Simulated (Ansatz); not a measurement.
# LuZn (Pm-3m): Grüneisen parameters, part 2 of 2

Does LuZn (Pm-3m) expand much on heating, by its phonons?

Ansatz 0.2.0; DFT PBEsol, scalar-relativistic, plane waves, PAW; PAW set soft_1.

So far, highest frequency on path, mesh or solved points (cm⁻¹): step 2 (response at finite wavevector) 151.

**4. Phonons at the other volume, volume ratio 0.97**

The phonons are repeated at this volume on the same meshes, so that differences come from the volume alone.

input.yaml

```yaml
crystal:
  lattice:
    - [3.3959627378, 0.0, 0.0]
    - [0.0, 3.3959627378, 0.0]
    - [0.0, 0.0, 3.3959627378]
  atoms:
    - { symbol: Lu, position: [0.0, 0.0, 0.0] }
    - { symbol: Zn, position: [0.5, 0.5, 0.5] }
kpoints:
  mp_grid: { grid: [12, 12, 12] }
hamiltonian:
  xc: pbesol
  pseudopotentials: { kind: paw, azcp: { folder: soft_1 }, xc_functional: pbe }
scf:
  occupations: { method: methfessel_paxton, width: 0.2 }
output:
  eigenvalues: true
phonons:
  method: dfpt
  qmesh: [4, 4, 4]
  temperatures: { t_max: 1000, t_step: 50 }
  qpath:
    path:
      - [[0.0, 0.0, 0.0], [0.0, 0.5, 0.0], [0.5, 0.5, 0.0], [0.0, 0.0, 0.0], [0.5, 0.5, 0.5], [0.0, 0.5, 0.0]]
      - [[0.5, 0.5, 0.5], [0.5, 0.5, 0.0]]
    npoints: 10
```

The run is started by

```bash
ansatz run input.yaml --threads 4 --pin off --max-ram 10240MiB --backend cpu --events-out ev --progress --plain --runs-dir out
```

Log:

```text
[...]
Crystal: 2 atoms, lattice volume = 39.164 Å³
Basis set: ecut = 420 eV, 751 PW (Γ), exchange–correlation on 48×48×48 points (8 copies of the dense FFT grid, shifted against one another)
Bands: 23, of which v1, the nominal top of the filled ones, is band 19 counted from 1 (18 counted from 0)
Symmetry: 48 space group operations
k-points: 84 of 1728
[...]
SCF iter   1: F=—  HF=-17894.659663 eV  |F-HF|=—  |Δ(HF+E_count)|=         —  Δρ=1.25e-1  dr2=4.52e0  ethr=3.10e-3  ⟨swp⟩=6.7  Hψ=10074  notcnv=0
[...]
SCF iter  14: F=-17893.674940 eV  HF=-17893.674940 eV  |F-HF|=7.28e-12  |Δ(HF+E_count)|=    0.00e0  S|Δr|=    0.00e0  Δρ=1.08e-7  dr2=4.14e-12  ethr=1.00e-12  ⟨swp⟩=8.5  Hψ=13383  notcnv=0
SCF 1 converged in 14 iterations: F = -17893.674940 eV  dr2 = 4.14e-12
[...]
NSCF: frozen V_eff on 84 k-points
[...]
SCF converged after 14 iterations
[...]
Free energy (F): -17893.674940 eV
[...]
Internal energy: -17893.671605 eV  (E = F + TS)
E sigma→0 (E₀):  -17893.674106 eV
Entropy (-TS):   -0.003335 eV (-1.668 meV/atom)
Fermi energy:    14.435346 eV
[...]
--- Band table (eV; the first three rows and the last of 84) ---
  k-point 0: bands = [... 15 lower, 9.5465, 9.5736, 14.5145, 14.5145, 19.6950, 19.6950, 19.6950, 19.7838]
  k-point 1: bands = [... 15 lower, 9.5492, 9.5745, 14.4727, 14.5412, 18.7650, 18.7650, 19.3005, 19.7926]
  k-point 2: bands = [... 15 lower, 9.5572, 9.5771, 14.2050, 14.6170, 17.8962, 17.8962, 18.7761, 19.8166]
  k-point 83: bands = [... 15 lower, 9.5806, 12.2905, 12.2905, 12.2905, 14.6403, 19.9800, 19.9800, 19.9800]
[...]
ASR residual: 1.629e-4 → 0.000e0 eV/Å²; symmetrization residual: 1.072e-5 eV/Å²
  ASR residual per site (eV/Å²): 1.63e-4 3.29e-5
  Γ frequencies (cm⁻¹): 0.00 0.00 0.00 151.99 151.99 151.99
--- Phonons (arbitrary-q DFPT): 10 irreducible q on the 4×4×4 mesh ---
[...]
interpolated dispersion: 62 rows × 6 modes
[...]
```

Wall time 6.2 min (4 threads of Arm Neoverse V2, shared host); peak memory 2.5 GiB.

Numbers from this step:

```yaml
sum_rule_residual_before_enforcement: 1.63e-4 eV/Å²
highest_frequency_on_path_mesh_or_solved_points: 158.4 cm⁻¹
mean_frequency: 107.8 cm⁻¹
debye_temperature_second_moment: 212 K
logarithmic_mean_frequency: 100.2 cm⁻¹
highest_optical_mode_at_the_zone_centre_no_lo_to_term: 152.0 cm⁻¹
lowest_optical_zone_centre_mode: 152.0 cm⁻¹
lowest_mode_on_the_q_mesh_acoustic_modes_at_gamma_apart: 43.04 cm⁻¹
zero_point_energy_per_atom: 20.04 meV
heat_capacity_at_300_k: 24.33 J/(mol atoms K)
vibrational_entropy_at_300_k: 43.53 J/(mol atoms K)
```

Frequencies (cm⁻¹) solved at each irreducible wavevector; negative means imaginary. Frequencies by wavevector, by row:

| q in reciprocal lattice units | star | mode 1 | mode 2 | mode 3 | mode 4 | mode 5 | mode 6 |
| --- | --- | --- | --- | --- | --- | --- | --- |
| 0 0 0 | 1 | 0 | 0 | 0 | 152 | 152 | 152 |
| 0 0 0.25 | 6 | 54.9 | 54.9 | 74.9 | 145.3 | 146.1 | 146.1 |
| 0 0 -0.5 | 3 | 85.3 | 85.3 | 118.5 | 119.8 | 137.9 | 137.9 |
| 0 0.25 0.25 | 12 | 45.2 | 64.5 | 101 | 130 | 142.1 | 152.9 |
| 0 0.25 -0.5 | 12 | 64.5 | 72.8 | 82.9 | 135.8 | 139 | 149 |
| 0 -0.5 -0.5 | 3 | 43 | 43 | 55.7 | 139.5 | 158.4 | 158.4 |
| 0.25 0.25 0.25 | 8 | 75.9 | 75.9 | 82 | 136.1 | 146.6 | 146.6 |
| 0.25 0.25 -0.5 | 12 | 49.5 | 86.4 | 103.8 | 133.8 | 134.4 | 149.7 |
| 0.25 -0.5 -0.5 | 6 | 75.2 | 75.2 | 98.2 | 136.9 | 142.9 | 142.9 |
| -0.5 -0.5 -0.5 | 1 | 114.3 | 114.3 | 114.3 | 117.2 | 117.2 | 117.2 |

The highest optical mode at the zone centre (no LO-TO term) is 152.0 cm⁻¹, +8.0 cm⁻¹ against the base run.

**5. Relaxing at another volume, volume ratio 1.03**

The volume is scaled by 1.03 and held; symmetry leaves nothing to relax, so this is a single point. The modes can then be followed against volume.

input.yaml, the sections that differ from step 4:

```yaml
crystal:
  lattice:
    - [3.4645865344, 0.0, 0.0]
    - [0.0, 3.4645865344, 0.0]
    - [0.0, 0.0, 3.4645865344]
  atoms:
    - { symbol: Lu, position: [0.0, 0.0, 0.0] }
    - { symbol: Zn, position: [0.5, 0.5, 0.5] }
output:
  forces: true
  stress: true
  eigenvalues: true
# kpoints, hamiltonian, scf: as in step 4
# phonons: removed
```

Log:

```text
[...]
Crystal: 2 atoms, lattice volume = 41.587 Å³
Basis set: ecut = 420 eV, 799 PW (Γ), exchange–correlation on 48×48×48 points (8 copies of the dense FFT grid, shifted against one another)
Bands: 23, of which v1, the nominal top of the filled ones, is band 19 counted from 1 (18 counted from 0)
Symmetry: 48 space group operations
[...]
k-points: 84 of 1728
[...]
--- Band table (eV; the first three rows and the last of 84) ---
  k-point 0: bands = [... 15 lower, 8.4345, 8.4577, 13.5950, 13.5950, 18.4535, 18.4535, 18.4535, 18.5301]
  k-point 1: bands = [... 15 lower, 8.4368, 8.4585, 13.5454, 13.6220, 17.5815, 17.5815, 18.0494, 18.5387]
  k-point 2: bands = [... 15 lower, 8.4436, 8.4608, 13.2549, 13.6984, 16.7725, 16.7725, 17.5343, 18.5627]
  k-point 83: bands = [... 15 lower, 8.4632, 11.5085, 11.5085, 11.5085, 13.4780, 18.6070, 18.6070, 18.6070]
[key lines of the parts left out:]
SCF converged after 10 iterations
Free energy (F): -17893.675749 eV
Fermi energy:    13.478369 eV
P = ⅓ Tr σ = -2.0878 GPa (-20.878 kbar)
```

It took 1.5 s on 4 threads; peak memory 0.39 GiB; 5.1 s of CPU time.

This step gave:

| Property | Result |
| --- | --- |
| pressure | -2.088 GPa |
| volume per atom | 20.79 Å³ |

The run ends at a pressure of -2.09 GPa.

**6. Phonons at the other volume, volume ratio 1.03**

The phonons are repeated at this volume on the same meshes, so that differences come from the volume alone.

input.yaml, as its differences from that of step 5:

```diff
@@ -16,4 +16,11 @@
 output:
-  forces: true
-  stress: true
   eigenvalues: true
+phonons:
+  method: dfpt
+  qmesh: [4, 4, 4]
+  temperatures: { t_max: 1000, t_step: 50 }
+  qpath:
+    path:
+      - [[0.0, 0.0, 0.0], [0.0, 0.5, 0.0], [0.5, 0.5, 0.0], [0.0, 0.0, 0.0], [0.5, 0.5, 0.5], [0.0, 0.5, 0.0]]
+      - [[0.5, 0.5, 0.5], [0.5, 0.5, 0.0]]
+    npoints: 10
```

Log:

```text
[...]
Crystal: 2 atoms, lattice volume = 41.587 Å³
Basis set: ecut = 420 eV, 799 PW (Γ), exchange–correlation on 48×48×48 points (8 copies of the dense FFT grid, shifted against one another)
Bands: 23, of which v1, the nominal top of the filled ones, is band 19 counted from 1 (18 counted from 0)
Symmetry: 48 space group operations
k-points: 84 of 1728
[...]
k-point 83: bands = [... 15 lower, 8.4633, 11.5085, 11.5085, 11.5085, 13.4780, 18.6070, 18.6070, 18.6070]
[...]
ASR residual: 1.203e-4 → 0.000e0 eV/Å²; symmetrization residual: 1.537e-5 eV/Å²
  ASR residual per site (eV/Å²): 1.09e-4 1.20e-4
  Γ frequencies (cm⁻¹): 0.00 0.00 0.00 136.29 136.29 136.29
--- Phonons (arbitrary-q DFPT): 10 irreducible q on the 4×4×4 mesh ---
[...]
interpolated dispersion: 62 rows × 6 modes
[...]
[key lines of the parts left out:]
SCF converged after 13 iterations
Free energy (F): -17893.675749 eV
Fermi energy:    13.478357 eV
```

Elapsed: 6.4 min, on 4 threads; peak memory 2.6 GiB.

Read from the output:

* sum-rule residual before enforcement: 1.20e-4 eV/Å²
* highest frequency on path, mesh or solved points: 142.8 cm⁻¹
* mean frequency: 98.7 cm⁻¹
* Debye temperature (second moment): 192 K
* logarithmic mean frequency: 92.7 cm⁻¹
* highest optical mode at the zone centre (no LO-TO term): 136.3 cm⁻¹
* lowest optical zone-centre mode: 136.3 cm⁻¹
* lowest mode on the q mesh (acoustic modes at Γ apart): 45.54 cm⁻¹
* zero-point energy per atom: 18.35 meV
* heat capacity at 300 K: 24.44 J/(mol atoms K)
* vibrational entropy at 300 K: 45.42 J/(mol atoms K)

Frequencies (cm⁻¹) solved at each irreducible wavevector; negative means imaginary. Frequencies by wavevector, by row:

| q in reciprocal lattice units | star | mode 1 | mode 2 | mode 3 | mode 4 | mode 5 | mode 6 |
| --- | --- | --- | --- | --- | --- | --- | --- |
| 0 0 0 | 1 | 0 | 0 | 0 | 136.3 | 136.3 | 136.3 |
| 0 0 0.25 | 6 | 50.7 | 50.7 | 69 | 131.1 | 131.1 | 131.5 |
| 0 0 -0.5 | 3 | 78 | 78 | 109.1 | 109.4 | 124.8 | 124.8 |
| 0 0.25 0.25 | 12 | 45.5 | 59.6 | 92.4 | 118.3 | 127.9 | 137.3 |
| 0 0.25 -0.5 | 12 | 63 | 66.3 | 79.7 | 121.7 | 125.5 | 134 |
| 0 -0.5 -0.5 | 3 | 49.5 | 49.5 | 50.4 | 125.9 | 142.8 | 142.8 |
| 0.25 0.25 0.25 | 8 | 71.2 | 71.2 | 77.5 | 123.1 | 132.2 | 132.2 |
| 0.25 0.25 -0.5 | 12 | 50.3 | 82.3 | 94.9 | 120.1 | 122.1 | 134.6 |
| 0.25 -0.5 -0.5 | 6 | 72.5 | 72.5 | 90.2 | 124.6 | 127.7 | 127.7 |
| -0.5 -0.5 -0.5 | 1 | 102.9 | 102.9 | 102.9 | 105.6 | 105.6 | 105.6 |

The highest optical mode at the zone centre (no LO-TO term) is 136.3 cm⁻¹, -7.7 cm⁻¹ against the base run.

**7. Grüneisen parameters**

The Grüneisen parameter of a mode is minus the logarithmic change of its frequency with volume, −d ln ω / d ln V; weighted by heat capacity it gives the expansion.

This step gave:

* bulk modulus: 75.2 GPa

The phonon branches at the labelled points (cm⁻¹):

| point | branch 1 | branch 2 | branch 3 | branch 4 | branch 5 | branch 6 |
| --- | --- | --- | --- | --- | --- | --- |
| Γ | 0 | 0 | 0 | 144 | 144 | 144 |
| halfway | 53 | 53 | 72 | 138 | 138 | 138 |
| X | 82 | 82 | 114 | 114 | 131 | 131 |
| halfway | 64 | 70 | 81 | 129 | 132 | 141 |
| M | 47 | 47 | 53 | 132 | 150 | 150 |
| halfway | 46 | 62 | 97 | 124 | 135 | 145 |
| Γ | 0 | 0 | 0 | 144 | 144 | 144 |
| halfway | 74 | 74 | 80 | 130 | 139 | 139 |
| R | 108 | 108 | 108 | 111 | 111 | 111 |
| halfway | 50 | 84 | 99 | 127 | 128 | 142 |
| X | 82 | 82 | 114 | 114 | 131 | 131 |
| jump to R | 108 | 108 | 108 | 111 | 111 | 111 |
| halfway | 74 | 74 | 94 | 131 | 135 | 135 |
| M | 47 | 47 | 53 | 132 | 150 | 150 |

The same for volume x 0.97:

| point | branch 1 | branch 2 | branch 3 | branch 4 | branch 5 | branch 6 |
| --- | --- | --- | --- | --- | --- | --- |
| Γ | 0 | 0 | 0 | 152 | 152 | 152 |
| X | 85 | 85 | 118 | 120 | 138 | 138 |
| M | 43 | 43 | 56 | 140 | 158 | 158 |
| Γ | 0 | 0 | 0 | 152 | 152 | 152 |
| R | 114 | 114 | 114 | 117 | 117 | 117 |
| X | 85 | 85 | 118 | 120 | 138 | 138 |
| R | 114 | 114 | 114 | 117 | 117 | 117 |
| M | 43 | 43 | 56 | 140 | 158 | 158 |

The same for volume x 1.03:

| point | branch 1 | branch 2 | branch 3 | branch 4 | branch 5 | branch 6 |
| --- | --- | --- | --- | --- | --- | --- |
| Γ | 0 | 0 | 0 | 136 | 136 | 136 |
| X | 78 | 78 | 109 | 109 | 125 | 125 |
| M | 50 | 50 | 50 | 126 | 143 | 143 |
| Γ | 0 | 0 | 0 | 136 | 136 | 136 |
| R | 103 | 103 | 103 | 106 | 106 | 106 |
| X | 78 | 78 | 109 | 109 | 125 | 125 |
| R | 103 | 103 | 103 | 106 | 106 | 106 |
| M | 50 | 50 | 50 | 126 | 143 | 143 |

The first set of phonon branches as a text plot (rows in cm⁻¹):

```
    155 |
    148 |            *****    ***                              **
    142 |***       ***   ***** **********          ****       *
    135 |   ***  ** ************    *    ***      *    **    ****
    129 |     ******       ** *      ****  **    *********  **
    122 |      *   *         *              **   *** **    *
    116 |       ***                          *  **     ****
    109 |      * *                            *****     * **
    102 |         *                         **  *  **  *  * *
     96 |     *              *               *   *   **      *
     89 |          *       ** *        *   *     *** **    *
     83 |    * ***        *          ** *** *       *  ***  *
     76 |         **                    ****      *     *    **
     69 |   * *    **          *                       *
     63 |    *      **   *****      *  *           *           *
     56 |           ******    *                       *       * *
     50 |   *         *******   *                   **         **
     43 |  *                 * *     **
     36 |                     *
     30 | **                   **  **
     23 | *                      *
     16 |*                      ** *
     10 |*                       *
      3 |                         *
         Γ      X      M          Γ            R        X|R     M
```

Mode Grueneisen parameter -dln(w)/dln(V), modes matched by rank; at Γ the acoustic branches take the value of a neighbouring point of the path. The mode Grüneisen parameters at the labelled points ():

| point | branch 1 | branch 2 | branch 3 | branch 4 | branch 5 | branch 6 |
| --- | --- | --- | --- | --- | --- | --- |
| Γ | 1.37 | 1.37 | 1.38 | 1.82 | 1.82 | 1.82 |
| halfway | 1.33 | 1.33 | 1.37 | 1.71 | 1.80 | 1.75 |
| X | 1.49 | 1.49 | 1.38 | 1.51 | 1.66 | 1.66 |
| halfway | 0.39 | 1.56 | 0.66 | 1.83 | 1.70 | 1.77 |
| M | -2.35 | -2.35 | 1.67 | 1.71 | 1.73 | 1.73 |
| halfway | -0.11 | 1.32 | 1.48 | 1.57 | 1.75 | 1.79 |
| Γ | -1.08 | 1.30 | 1.55 | 1.82 | 1.82 | 1.82 |
| halfway | 1.07 | 1.07 | 0.94 | 1.67 | 1.74 | 1.74 |
| R | 1.75 | 1.75 | 1.75 | 1.74 | 1.74 | 1.74 |
| halfway | -0.27 | 0.81 | 1.49 | 1.80 | 1.60 | 1.77 |
| X | 1.49 | 1.49 | 1.38 | 1.51 | 1.66 | 1.66 |
| jump to R | 1.75 | 1.75 | 1.75 | 1.74 | 1.74 | 1.74 |
| halfway | 0.61 | 0.61 | 1.42 | 1.57 | 1.87 | 1.87 |
| M | -2.35 | -2.35 | 1.67 | 1.71 | 1.73 | 1.73 |

The mode Grüneisen parameters as a text plot (rows in , shown from -2.2 to 1.9 only):

```
   1.81 |******   **************************************  ** ****
   1.64 |   *********************  ********  *  *****************
   1.47 |  *  ******      ****   **    *    **  *  *******  ****
   1.30 |****** **           ******        *     *      ** *
   1.13 |         *  *  *  **           *** *     *    *
   0.96 |          *  *                **         ** **     *
   0.78 |          *                 **             *
   0.61 |                 *         *    ***          *      *
   0.44 |                          *
   0.27 |           *                              *
   0.10 |            *
  -0.08 |                    **                      *
  -0.25 |           *    *     *                    *
  -0.42 |             *    **
  -0.59 |                       *                             *
  -0.76 |
  -0.93 |            *    *
  -1.11 |               *        **
  -1.28 |                                                      *
  -1.45 |                *
  -1.62 |             *
  -1.79 |
  -1.96 |                                                       *
  -2.14 |               *
         Γ      X      M          Γ            R        X|R     M
```

(dS/dlnV)/C_V. Thermodynamic Grueneisen parameter against temperature:

| temperature (K) | thermodynamic Grueneisen parameter |
| --- | --- |
| 50 | 1.10 |
| 100 | 1.25 |
| 150 | 1.28 |
| 200 | 1.29 |
| 250 | 1.29 |
| 300 | 1.30 |
| 350 | 1.30 |
| 400 | 1.3 |
| 450 | 1.3 |
| 500 | 1.3 |
| 550 | 1.30 |
| 600 | 1.30 |
| 650 | 1.30 |
| 700 | 1.30 |
| 750 | 1.30 |
| 800 | 1.30 |
| 850 | 1.30 |
| 900 | 1.30 |
| 950 | 1.30 |
| 1000 | 1.30 |

Gamma C_V/(B V) at the static volume. Table of volume expansion by temperature:

| temperature (K) | volume expansion (1e-6/K) |
| --- | --- |
| 50 | 15.5 |
| 100 | 28.1 |
| 150 | 31.9 |
| 200 | 33.4 |
| 250 | 34.2 |
| 300 | 34.6 |
| 350 | 34.9 |
| 400 | 35.0 |
| 450 | 35.1 |
| 500 | 35.2 |
| 550 | 35.2 |
| 600 | 35.3 |
| 650 | 35.3 |
| 700 | 35.4 |
| 750 | 35.4 |
| 800 | 35.4 |
| 850 | 35.4 |
| 900 | 35.5 |
| 950 | 35.5 |
| 1000 | 35.5 |

**8. What came out**

```yaml
bulk_modulus: 75.2 GPa
thermodynamic_grueneisen_parameter_at_300_k: 1.296
volume_expansion_at_300_k_estimated: 34.57 × 10⁻⁶ K⁻¹
```

In words: By this estimate the volume grows by 34.6 × 10⁻⁶ per kelvin at 300 K. The highest optical mode at Γ goes from 152 to 136 cm⁻¹ as the cell grows, a Grüneisen parameter of 1.82. Mode parameters on the path run from -2.4 to 1.9, with a median of 1.6. Modes with negative values stiffen as the cell grows and pull against the expansion. Branches are matched by rank, so values near crossings are rough. The expansion is the Grüneisen estimate at the static volume, with the static bulk modulus. With no gap, or one that is small against the smearing, the frequencies hang on the k mesh and the smearing, most of all near Kohn anomalies. The phonon runs are without spin polarisation, although the cell has an odd electron count. Spin-orbit coupling is left out, which can matter for the heavy elements here. The PAW files were made for PBE and serve the other functionals too.

[Long decimals in the printed logs are rounded to 6 places.]

[Logs are printed without paths, hosts, clocks, repeated set-up lines and the standing remarks that a program may print on its own settings, such as how far it seeks lower states.]

[Hosts, paths, dates, database ids (printed as entryN), source tags and the programs' standing remarks are cut or masked in the printed files.]

[Where the starting crystal was built by hand or by swapping elements, it need not be the compound's stable phase.]
